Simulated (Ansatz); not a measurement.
**How fast states decay through LiPH2SeO3**

Wanted: the relaxed cell of LiPH2SeO3, its band edges and its decay constants. It is built by putting Se for S, Li for K in the KPH2SO3 structure of space group Cm, with the volume rescaled by atomic radii. The parent structure comes from the Materials Project.

Calculated with Ansatz 0.2.0; PBE DFT, plane waves, PAW files, in the first sound run; inputs show where later runs differ.

Report form: the programs' logs are mostly left out.

The structure was built from a prototype and need not be the compound's stable phase.

**1. The structure**

The structure is monoclinic, space group Cm (No. 8). Conventional cell: a = 6.107 Å, b = 5.912 Å, c = 5.581 Å, α = 90.00°, β = 108.32°, γ = 90.00°. Li has 5 O at 2.71 to 2.86 Å and 2 H at 3.08 Å and 3 Se at 3.12 Å nearest. Nearest to H lie 1 O at 0.96 Å. P has 3 O at 1.44 to 1.48 Å and 1 Se at 1.84 Å nearest. Nearest to Se lie 1 P at 1.84 Å and 2 H at 2.77 Å and 3 Li at 3.12 Å. O has 2 H at 1.39 Å and 1 P at 1.44 Å nearest. Nearest to O lie 1 H at 0.96 Å and 1 P at 1.48 Å. It derives from KPH2SO3. Se for S, Li for K in the KPH2SO3 structure of space group Cm. Farther neighbours and most contacts between anions are not listed.

**2. Relaxing the new crystal**

The substituted atoms don't fit the parent's cell, so cell and atoms relax together. A small smearing keeps the run stable in case the gap closes on the way.

Input file input.yaml:

```yaml
crystal:
  lattice:
    - [3.0533038153, -2.9562372372, 0.0]
    - [3.0533038153, 2.9562372372, 0.0]
    - [-1.7540980792, 0.0, 5.29790467]
  atoms:
    - { symbol: Li, position: [0.847257, 0.847257, 0.611907] }
    - { symbol: H, position: [0.20698, 0.829688, 0.18892] }
    - { symbol: H, position: [0.829688, 0.20698, 0.18892] }
    - { symbol: P, position: [0.344861, 0.344861, 0.111208] }
    - { symbol: Se, position: [0.384806, 0.384806, 0.797994] }
    - { symbol: O, position: [0.107084, 0.107084, 0.10396] }
    - { symbol: O, position: [0.262321, 0.651173, 0.269541] }
    - { symbol: O, position: [0.651173, 0.262321, 0.269541] }
kpoints:
  mp_grid: { grid: [6, 6, 4] }
scf:
  occupations: { method: gaussian, width: 0.03 }
hamiltonian:
  xc: pbe
output:
  forces: true
  stress: true
relax:
  f_tol: 0.02
  max_steps: 60
  cell: {}
```

Started as:

```bash
$ ansatz run input.yaml --threads 2 --pin off --max-ram 4096MiB --backend cpu --events-out ev --progress --plain --runs-dir out
```

The job ended after 8.6 min (2 threads of Arm Neoverse N1, shared host; peak memory 0.45 GiB).

Step by step (22 of 42):

```csv
step,energy less that of the first step (eV),largest force component (eV/Å),pressure (GPa),volume (Å³)
1,0.0000,10.7066,33.99,95.64
3,-2.7202,1.3749,2.67,107.75
5,-2.9359,0.6813,-0.62,105.89
7,-2.9729,0.1393,-0.16,105.93
9,-3.0034,0.2839,0.57,104.10
11,-3.0182,0.1967,0.10,103.42
13,-3.0221,0.0484,-0.15,103.96
15,-3.0288,0.0310,-0.08,102.56
17,-3.0312,0.0521,0.01,101.90
19,-3.0314,0.0209,-0.02,101.88
21,-3.0316,0.0090,-0.01,101.81
22*,-3.1280,0.0173,1.18,101.81
24,-3.1649,0.1464,0.19,103.56
26,-3.1650,0.0700,-0.05,104.58
28,-3.1648,0.0246,0.01,104.84
30*,-3.1850,0.0158,0.15,104.81
32,-3.1855,0.0365,0.01,105.75
34,-3.1854,0.0088,-0.02,105.82
36,-3.1853,0.0033,-0.01,105.88
38,-3.1886,0.0060,-0.01,106.21
40*,-3.1897,0.0081,0.01,106.30
42*,-3.1899,0.0155,0.00,106.51
```

Relaxation steps marked * repeat the geometry before them on a plane-wave basis chosen anew for their cell, so energy and pressure can jump there. Other such steps can lie between the rows shown. Relaxation steps 19, 25 were tried and not accepted.

Forces are held to the 2 operations that the run works with; a distortion that breaks them can't arise in this run.

```csv
cell as run,before,after,change
a (Å),4.250,4.523,+6.4 %
b (Å),4.250,4.523,+6.4 %
c (Å),5.581,6.293,+12.8 %
α (°),103.05,111.67,+8.4 %
β (°),103.05,111.67,+8.4 %
γ (°),88.15,96.38,+9.3 %
volume (Å³/atom),11.96,13.31,+11.4 %
```

The atoms that moved most (Å, as changes of fractional coordinates times the final cell):

```csv
atom,dx,dy,dz,length
Li1,-0.341,0.000,0.286,0.445
Se5,-0.316,0.000,-0.243,0.399
O8,0.334,0.121,0.045,0.358
O7,0.334,-0.121,0.045,0.358
O6,-0.122,0.000,-0.193,0.228
H2,0.040,-0.079,0.067,0.111
H3,0.040,0.079,0.067,0.111
P4,0.031,0.000,-0.075,0.081
```

The relaxed structure:

```cif
data_structure
_symmetry_space_group_name_H-M 'P 1'
_symmetry_Int_Tables_number 1
_cell_length_a 4.5227
_cell_length_b 4.5227
_cell_length_c 6.2926
_cell_angle_alpha 111.666
_cell_angle_beta 111.666
_cell_angle_gamma 96.379
_cell_volume 106.51
loop_
_atom_site_label
_atom_site_type_symbol
_atom_site_fract_x
_atom_site_fract_y
_atom_site_fract_z
_atom_site_occupancy
Li1 Li 0.80846 0.80846 0.65493 1
H2 H 0.23144 0.83080 0.20288 1
H3 H 0.83080 0.23144 0.20288 1
P4 P 0.34439 0.34439 0.09808 1
Se5 Se 0.30757 0.30757 0.74226 1
O6 O 0.06916 0.06916 0.06380 1
O7 O 0.34469 0.69766 0.28858 1
O8 O 0.69766 0.34469 0.28858 1
```

This step gave:

| Item | Value |
| --- | --- |
| free energy | -8167.1067 eV |
| Fermi energy | 5.060 eV |
| pressure | -0.002231 GPa |

The largest force component on a free atom ends at 0.015 eV/Å.

**3. The bulk crystal and its band edges**

The energy window and the wavevectors of the next steps follow from the band edges, so these are searched first, off the mesh as well.

Input file input.yaml:

```yaml
crystal:
  lattice:
    - [2.9738223214, -3.3710301613, -0.4977249864]
    - [2.9738223214, 3.3710301613, -0.4977249864]
    - [-2.572058343, 0.0, 5.7429505959]
  atoms:
    - { symbol: Li, position: [0.808459872, 0.808459872, 0.6549277413] }
    - { symbol: H, position: [0.2314366841, 0.8307973796, 0.2028770759] }
    - { symbol: H, position: [0.8307973796, 0.2314366841, 0.2028770759] }
    - { symbol: P, position: [0.3443935218, 0.3443935218, 0.0980807592] }
    - { symbol: Se, position: [0.3075749517, 0.3075749517, 0.7422578373] }
    - { symbol: O, position: [0.0691566165, 0.0691566165, 0.0638025557] }
    - { symbol: O, position: [0.3446917767, 0.6976591976, 0.2885839773] }
    - { symbol: O, position: [0.6976591976, 0.3446917767, 0.2885839773] }
kpoints:
  mp_grid: { grid: [6, 6, 4] }
  band_path: { path: [VBM, CBM], npoints: 30 }
scf:
  occupations: { method: fixed }
hamiltonian:
  xc: pbe
output:
  eigenvalues: true
  write_potential: true
  write_density: true
  volumetric_format: npy
  elf: true
```

The job ended after 45 s (2 threads; peak memory 0.43 GiB).

This step gave:

* free energy: -8167.1068 eV
* Fermi energy: 3.291 eV
* gap on the k-mesh: 3.540 eV
* gap on path: 3.540 eV, by band count; negative where bands overlap
* direct gap on path: 3.540 eV
* edge places on path: 0, 0 1/A along the path

Levels at VBM (eV): -7.03, -5.85, -5.19, -4.60, -3.80, -3.19, -2.52, -2.17, -0.43, 0.00, 3.54, 4.74, 5.09, 6.28.

Electrostatic potential energy in the ac plane of the cell as run, not the conventional one, at fractional y = 0.308, with atoms of P and Se and O within 0.2 Å of it. With pseudopotentials it is smooth inside the atoms' cores, unlike the true potential.

Ten even steps from '_' (-51 eV) to '@' (9 eV), each cell a mean:
```
@@%%##++++**%%%%@@@@@@@@@@@@
@@@@%%##****##%%@@@@@@@@@@@@
@@@@%%**++++++##@@@@@@@@@@@@
@@%%****####****@@@@@@@@@@@@
@@##**##%%%%**##@@@@@@@@@@@@
@@##**######**%%@@@@@@@@@@@@
@@##********##@@@@@@@@@@@@@@
@@%%##**##%%@@@@@@@@@@@@@@@@
@@@@@@%%@@@@@@@@@@@@@@@@@@@@
@@@@@@@@@@@@@@@@@@@@@@@@@@@@
@@@@@@@@@@@@@@@@@@@@@@@@@@@@
@@@@@@@@@@@@@@@@@@##**##@@@@
@@@@@@@@@@@@@@@@**--::==%%@@
@@@@@@@@%%%%%%##--____--**%%
@@@@@@%%##++++**::..::==++%%
@@@@%%++::__..++++++####%%@@
@@%%**..______==%%@@@@@@@@@@
@@%%++______..**%%@@@@@@@@@@
@@%%++____..++%%@@@@@@@@@@@@
```
Columns run along a (4.5 Å; values clipped at the 3rd and 97th percentile), rows up along c (6.3 Å). Atoms in or near the plane, at fractional coordinates: P at (0.34, 0.10), Se at (0.31, 0.74), O at (0.70, 0.29).

ELF in the ac plane of the cell as run, not the conventional one, at fractional y = 0.308, with atoms of P and Se and O within 0.2 Å of it. It is the smooth field of the valence electrons, not physical close to the nuclei.

Ten even steps from '0' (0.01) to '9' (0.89), each cell a mean:
```
13689986421000
24788877752000
35776678873001
67752379983002
88841389972015
99853699840027
99977898510037
88888875100014
46776531000001
02322100023210
00000000478741
00000003799863
00010015988875
11222237855996
13444368867994
24564169877851
35650036543211
35620035210001
24434786200001
```
Columns run along a (4.5 Å), rows up along c (6.3 Å). Atoms in or near the plane, at fractional coordinates: P at (0.34, 0.10), Se at (0.31, 0.74), O at (0.70, 0.29).

Valence density in the ac plane of the cell as run, not the conventional one, at fractional y = 0.308, with atoms of P and Se and O within 0.2 Å of it. It is the smooth field of the valence electrons, not physical close to the nuclei.

Ten steps, logarithmic in the rise over the least value, from '_' (0 e/Å³) to '@' (34 e/Å³), each cell a mean:
```
__....::::::::..____________
____..::::::::....__________
__....::====--::..__________
__..::++%%%%++::..__________
..::==%%@@%%++::..__________
..::==%%%%##--..____________
..::--++++--..______________
__..::::::..________________
____....____________________
____________________________
__________________........__
________________..------..__
______________..--++++==::..
__________....::++****==--..
____........::--++++++--::..
__..::::::..::--------::..__
....::::..__::::::....______
....::......::....__________
__....::::::::..____________
```
Columns run along a (4.5 Å), rows up along c (6.3 Å). Atoms in or near the plane, at fractional coordinates: P at (0.34, 0.10), Se at (0.31, 0.74), O at (0.70, 0.29).

The searched edges give 3.54 eV, as on the mesh.

**4. Complex bands**

This step: PBE DFT, plane waves, PAW files; complex bands by layer matching along the plane's normal (Ansatz 0.2.0).

The same crystal is laid in a cell whose first two vectors span the (010) plane (indices of the standard conventional cell, whose axes can be ordered otherwise than in the bulk input). At fixed energy and wavevector in the plane the solver finds all kz, real and complex. A few wavevectors are listed, (0, 0) and (0.5, 0) in units of the plane's reciprocal vectors; the slowest state needn't be among them.

Input file input.yaml:

```yaml
crystal:
  lattice:
    - [6.292611991, 0.0, 0.0]
    - [-3.339552648, 5.021233469, 0.0]
    - [-1.669776324, 2.510616735, 3.371030161]
  atoms:
    - { symbol: Li, position: [0.6549277413, 0.808459872, 0.0] }
    - { symbol: H, position: [0.2028770759, 0.2314366841, 0.5993606955] }
    - { symbol: H, position: [0.2028770759, 0.8307973796, 0.4006393045] }
    - { symbol: P, position: [0.0980807592, 0.3443935218, 0.0] }
    - { symbol: Se, position: [0.7422578373, 0.3075749517, 0.0] }
    - { symbol: O, position: [0.0638025557, 0.0691566165, 0.0] }
    - { symbol: O, position: [0.2885839773, 0.3446917767, 0.3529674209] }
    - { symbol: O, position: [0.2885839773, 0.6976591976, 0.6470325791] }
kpoints:
  mp_grid: { grid: [4, 8, 8] }
scf:
  occupations: { method: fixed }
hamiltonian:
  xc: pbe
output:
  eigenvalues: true
  transmission:
    leads: [[0, 0]]
    kpoints: [[0.0, 0.0], [0.5, 0.0]]
    e_range: [-1.0, 4.54]
    de: 0.11
```

Elapsed: 1.7 min, on 2 threads; peak memory 0.87 GiB; 3.3 min of CPU time.

Numbers from this step:

```yaml
free_energy: -8167.1069 eV
level_to_which_the_leads_are_filled: 1.770 eV from the Fermi level
decay_constant_at_the_filling_level_zone_centre: 0.3314 Å⁻¹
decay_constant_at_the_filling_level_slowest_listed_point: 0.3314 Å⁻¹
```

K parallel (0, 0); values up to 1.5 1/Å, a degenerate pair printed once or twice; energies at which all values exceed this have no row. Table of Im kz of the slowest decaying states by energy, zero at the highest filled level on the SCF mesh:

```csv
energy (eV),decay 1 (Å⁻¹),decay 2 (Å⁻¹),decay 3 (Å⁻¹),decay 4 (Å⁻¹)
-1.00,0.487,0.551,0.709,0.968
-0.78,0.537,0.555,0.724,0.994
-0.56,0.561,0.569,0.712,0.755
-0.34,0.220,0.570,0.591,0.694
-0.12,0.389,0.582,0.607,0.676
-0.01,0.446,0.589,0.614,0.665
0.10,0.133,0.498,0.595,0.620
0.32,0.221,0.601,0.606,0.629
0.54,0.267,0.616,0.621,0.636
0.76,0.296,0.625,0.635,0.640
0.98,0.315,0.632,0.642,0.646
1.20,0.326,0.637,0.643,0.653
1.42,0.332,0.641,0.641,0.658
1.64,0.333,0.638,0.644,0.660
1.86,0.329,0.634,0.645,0.660
2.08,0.321,0.627,0.646,0.658
2.30,0.309,0.619,0.645,0.653
2.52,0.291,0.609,0.643,0.646
2.74,0.268,0.597,0.635,0.640
2.96,0.237,0.582,0.619,0.637
3.18,0.194,0.565,0.599,0.632
3.40,0.126,0.545,0.573,0.626
3.62,0.522,0.541,0.619,0.786
3.84,0.493,0.503,0.611,0.774
4.06,0.437,0.457,0.474,0.602
4.28,0.355,0.409,0.438,0.592
4.50,0.259,0.334,0.380,0.582
```

K parallel (0.5, 0); values up to 1.5 1/Å, a degenerate pair printed once or twice; energies at which all values exceed this have no row. The Im kz of the slowest decaying states by energy, zero at the highest filled level on the SCF mesh:

```csv
energy (eV),decay 1 (Å⁻¹),decay 2 (Å⁻¹),decay 3 (Å⁻¹),decay 4 (Å⁻¹)
-1.0000,0.470,0.497,0.499,0.660
-0.7800,0.341,0.425,0.479,0.664
-0.4500,0.119,0.438,0.512,0.549
-0.2300,0.406,0.447,0.599,0.627
-0.0100,0.473,0.500,0.624,0.634
0.2100,0.510,0.535,0.639,0.648
0.5400,0.542,0.571,0.654,0.660
0.7600,0.555,0.588,0.660,0.664
0.9800,0.563,0.602,0.663,0.665
1.2000,0.546,0.590,0.613,0.664
1.5300,0.533,0.607,0.626,0.659
1.7500,0.523,0.612,0.633,0.653
1.9700,0.513,0.613,0.639,0.645
2.3000,0.494,0.611,0.630,0.635
2.5200,0.479,0.607,0.617,0.623
2.7400,0.462,0.600,0.603,0.608
2.9600,0.442,0.586,0.591,0.591
3.2900,0.408,0.555,0.559,0.574
3.5100,0.382,0.530,0.532,0.558
3.7300,0.351,0.496,0.503,0.540
3.9500,0.315,0.443,0.474,0.518
4.2800,0.246,0.296,0.431,0.477
4.5000,0.0736,0.180,0.393,0.442
```

At the listed wavevectors the last open channel is at -0.01 eV and the next at +3.62 eV on the grid. At +1.75 eV, the grid energy nearest the filling level (the middle of the gap on the SCF mesh), the slowest state at the listed wavevectors decays with κ = 0.331 Å⁻¹, its amplitude falling by e over 3.0 Å. Through 1 nm of this crystal that state's transmission falls by exp(−2 × 0.331 Å⁻¹ × 10 Å) = 0.0013.

**5. Decay over the two-dimensional zone**

The listed points could miss the slowest state, so one energy near mid-gap is solved on a mesh of 6×8.

Edit input.yaml of step 4 so:

```diff
@@ -22,6 +22,2 @@
   eigenvalues: true
-  transmission:
-    leads: [[0, 0]]
-    kpoints: [[0.0, 0.0], [0.5, 0.0]]
-    e_range: [-1.0, 4.54]
-    de: 0.11
+  transmission: { leads: [[0, 0]], kmesh: [6, 8], e_range: [1.77, 1.78], de: 0.05 }
```

Wall time 2 min (2 threads); peak memory 0.86 GiB; 3.9 min of CPU time.

Numbers from this step:

- least decay constant on the mesh: 0.331 Å⁻¹

Slowest decay constant (1/Å; 0 where a channel is open) over k1 and k2. At 1.7700 eV from the Fermi level.

Ten even steps from '0' (0.331) to '9' (0.598):
```
778677
996889
972299
773037
999227
998869
777687
676567
```
Columns: k1 (b1) from -0.5 to 0.333; rows upwards: k2 (b2) from -0.5 to 0.375.

The least value on the mesh is 0.331 Å⁻¹ at +1.77 eV. At that energy the listed points give about 0.331 Å⁻¹ by interpolation, so the mesh holds no clearly slower state.

**6. Band edges at another level**

This step: PBEsol DFT, plane waves, PAW files (Ansatz 0.2.0).

The edges again with PBEsol, at the same atoms.

Input file input.yaml:

```yaml
crystal:
  lattice:
    - [2.9738223214, -3.3710301613, -0.4977249864]
    - [2.9738223214, 3.3710301613, -0.4977249864]
    - [-2.572058343, 0.0, 5.7429505959]
  atoms:
    - { symbol: Li, position: [0.808459872, 0.808459872, 0.6549277413] }
    - { symbol: H, position: [0.2314366841, 0.8307973796, 0.2028770759] }
    - { symbol: H, position: [0.8307973796, 0.2314366841, 0.2028770759] }
    - { symbol: P, position: [0.3443935218, 0.3443935218, 0.0980807592] }
    - { symbol: Se, position: [0.3075749517, 0.3075749517, 0.7422578373] }
    - { symbol: O, position: [0.0691566165, 0.0691566165, 0.0638025557] }
    - { symbol: O, position: [0.3446917767, 0.6976591976, 0.2885839773] }
    - { symbol: O, position: [0.6976591976, 0.3446917767, 0.2885839773] }
kpoints:
  mp_grid: { grid: [6, 6, 4] }
  band_path: { path: [VBM, CBM], npoints: 30 }
scf:
  occupations: { method: fixed }
hamiltonian:
  xc: pbesol
output:
  eigenvalues: true
```

Wall time 45 s (2 threads); peak memory 0.41 GiB; 88 s of CPU time.

This step gave:

| Property | Result |
| --- | --- |
| free energy | -8084.8343 eV |
| Fermi energy | 3.205 eV |
| gap on the k-mesh | 3.432 eV |
| gap on path | 3.432 eV, by band count; negative where bands overlap |
| direct gap on path | 3.432 eV |

Levels at VBM (eV): -7.04, -5.87, -5.17, -4.62, -3.81, -3.19, -2.53, -2.17, -0.43, 0.00, 3.43, 4.66, 5.01, 6.20, 7.93.

The searched edges give 3.43 eV, as on the mesh.

For the gap on the k-mesh, step 3 gave 3.54 eV; this run, with PBEsol, gives 3.43 eV.

(Part 1 of 2 ends here.)

[Logs are printed without paths, hosts, clocks, repeated set-up lines and the standing remarks that a program may print on its own settings, such as how far it seeks lower states.]

[Hosts, paths, dates, database ids (printed as entryN), source tags and the programs' standing remarks are cut or masked in the printed files.]
